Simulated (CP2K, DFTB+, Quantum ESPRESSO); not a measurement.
# Al(111)/C(110) interface (116 atoms): other programs against plane waves

One geometry of Al(111)/C(110) interface (116 atoms) is solved by several programs and methods. How far do their forces lie from a plane-wave PBE run?

Results are calculated, not measured.

### 1. The cell

The cell holds 116 atoms (20 Al and 96 C), with edges of 7.58, 9.92 and 22.53 Å. Recipe: fcc Al(111), 2 repeat layers, 10 surface cells, strained +0.00 and -0.00 %; diamond-structure C(110), 6 layers, 8 cells, +0.13 and -1.67 %; outer planes 1.85 Å apart, 12 Å of vacuum above; not relaxed, displaced by a Gaussian of 0.02 Å. Then every atom was moved at random, 0.03 Å r.m.s. a Cartesian component.

### 2. The reference input

Quantum ESPRESSO 7.5: Kohn-Sham DFT, PBE, SSSP efficiency 1.3.0 pseudopotentials, plane waves. Its input, pw.in:

```
&control
  calculation = 'scf'
  pseudo_dir = './pseudo'
  outdir = './tmp'
  disk_io = 'none'
  tprnfor = .true.
/
&system
  ibrav = 0
  nat = 116
  ntyp = 2
  ecutwfc = 45
  ecutrho = 360
  nosym = .true.
  occupations = 'smearing'
  smearing = 'fd'
  degauss = 0.003675
/
&electrons
  conv_thr = 5.8e-07
  electron_maxstep = 100
  mixing_beta = 0.2
  mixing_mode = 'local-TF'
  diagonalization = 'david'
/
ATOMIC_SPECIES
Al 26.982 Al.upf
C 12.011 C.upf
CELL_PARAMETERS angstrom
7.57690 0.00000 0.00000
-3.24721 9.37390 0.00000
0.00000 0.00000 22.53236
ATOMIC_POSITIONS crystal
Al 0.59723 0.89493 0.26621
Al 0.59328 0.57379 0.37060
Al 0.80002 0.69587 0.26847
Al 0.80354 0.36648 0.37103
[... 110 atom lines left out ...]
C 0.36705 0.71893 0.73631
C 0.48025 0.87806 0.73272
K_POINTS gamma
```

```console
$ OMP_NUM_THREADS=1 mpirun -np 4 pw.x -in pw.in > output.txt
```

It took 6 min on 4 MPI ranks of Arm Neoverse V1, shared host; peak memory 4.2 GiB; 24 min of CPU time.

It converged with an r.m.s. force component of 1.7 eV/Å.

### 3. What was run beside it

- CP2K 2026.2: Gaussian basis with GTH pseudopotentials and a plane-wave density; labels give functional, basis (MOLOPT sets; SR short-range, UZH the newer set with its own potentials), grid cutoff/relative cutoff and solver (OT: orbital transformation; TRS4, TC2, SIGN: linear-scaling purification with its sparsity filter), or its built-in tight binding.
- DFTB+ 25.1: tight binding, with Slater–Koster sets (DFTB) or xTB through its tblite library.

All use the same cell and atoms, and the electronic-structure runs the same k-mesh.

### 4. All runs compared

Differences are against the reference: forces as r.m.s. over components, share as that over the reference's r.m.s. force, slope as the fitted ratio of a run's forces to the reference's.

| run | Δ force, r.m.s. (meV/Å) | share (%) | slope | cores | CPU time | memory (GiB) |
| --- | --- | --- | --- | --- | --- | --- |
| reference | - | - | - | 4 | 24 min | 4.2 |
| CP2K BLYP, DZVP-MOLOPT-SR, 450/50 Ry, diagonalisation | 104 | 6.06 | 1.010 | 4 | 28 min | 3.9 |
| CP2K PBE, DZVP-UZH, 225/50 Ry, diagonalisation (coarse) | 49.8 | 2.90 | 1.016 | 4 | 42 min | 2.5 |
| CP2K PBE, DZVP-UZH, 450/50 Ry, diagonalisation | 45.8 | 2.66 | 1.016 | 4 | 54 min | 4.1 |
| DFTB+ GFN1-xTB | 537 | 31.2 | 1.020 | 1 | 20 s | 0.69 |
| DFTB+ GFN2-xTB | 410 | 23.8 | 1.038 | 1 | 41 s | 0.3 |

Rows marked coarse were listed beforehand as settings not expected to be converged; some can still land near the reference.

Runs without a result: CP2K GFN1-xTB, diagonalisation (not converged).

CPU time is summed over cores on shared hosts, of unlike kinds, so it is rough.

### 5. What came out

Forces lie from 2.7 % (CP2K PBE, DZVP-UZH, 450/50 Ry, diagonalisation) to 31 % (DFTB+ GFN1-xTB) of the reference's r.m.s. force of 1.7 eV/Å away from it. The PBE run in local orbitals, coarse settings apart, differs by 2.7 % (CP2K PBE, DZVP-UZH, 450/50 Ry, diagonalisation); basis, grid and potentials can all enter. Tight binding differs by 24 % (DFTB+ GFN2-xTB) to 31 % (DFTB+ GFN1-xTB); it is another model, with fitted parameters of its own, and the xTB methods hold dispersion. Rows with another functional or a dispersion term differ by 6.1 % (CP2K BLYP, DZVP-MOLOPT-SR, 450/50 Ry, diagonalisation), which mixes the change of model with differences of basis and potentials.

Runs with settings chosen to be coarse differ by 2.9 % (CP2K PBE, DZVP-UZH, 225/50 Ry, diagonalisation), their programs' other errors included. From CP2K PBE, DZVP-UZH, 225/50 Ry, diagonalisation to the finer CP2K PBE, DZVP-UZH, 450/50 Ry, diagonalisation the share goes from 2.90 to 2.66 %, so the grid isn't what parts these runs from the reference.

Caveats: Periodic xTB results under one method name differ between programs and library versions (DFTB+ here holds tblite 0.3). The host structure and its lattice constant were typed by rule, without a check against the phase diagram. The runs have no spin polarisation, so any moments at edges, vacancies or dangling bonds can't form. The electronic-structure runs sample only Γ, in a cell whose shortest periodic width is 7 Å, which is coarse for a cell with partly filled levels. The slab repeats along its normal with no dipole correction. Where levels are smeared, the DFT runs use Fermi–Dirac occupations at 580 K (0.05 eV), and energies are free energies. The atoms were displaced at random, and shares hang on the size of the forces that this gives. The reference's cutoffs and mesh weren't converged further here.

[Logs are printed without paths, hosts, clocks, repeated set-up lines and the standing remarks that a program may print on its own settings, such as how far it seeks lower states.]

[Hosts, paths, dates, database ids (printed as entryN), source tags and the programs' standing remarks are cut or masked in the printed files.]

[Cells were taken only where this reference lay near another plane-wave run.]
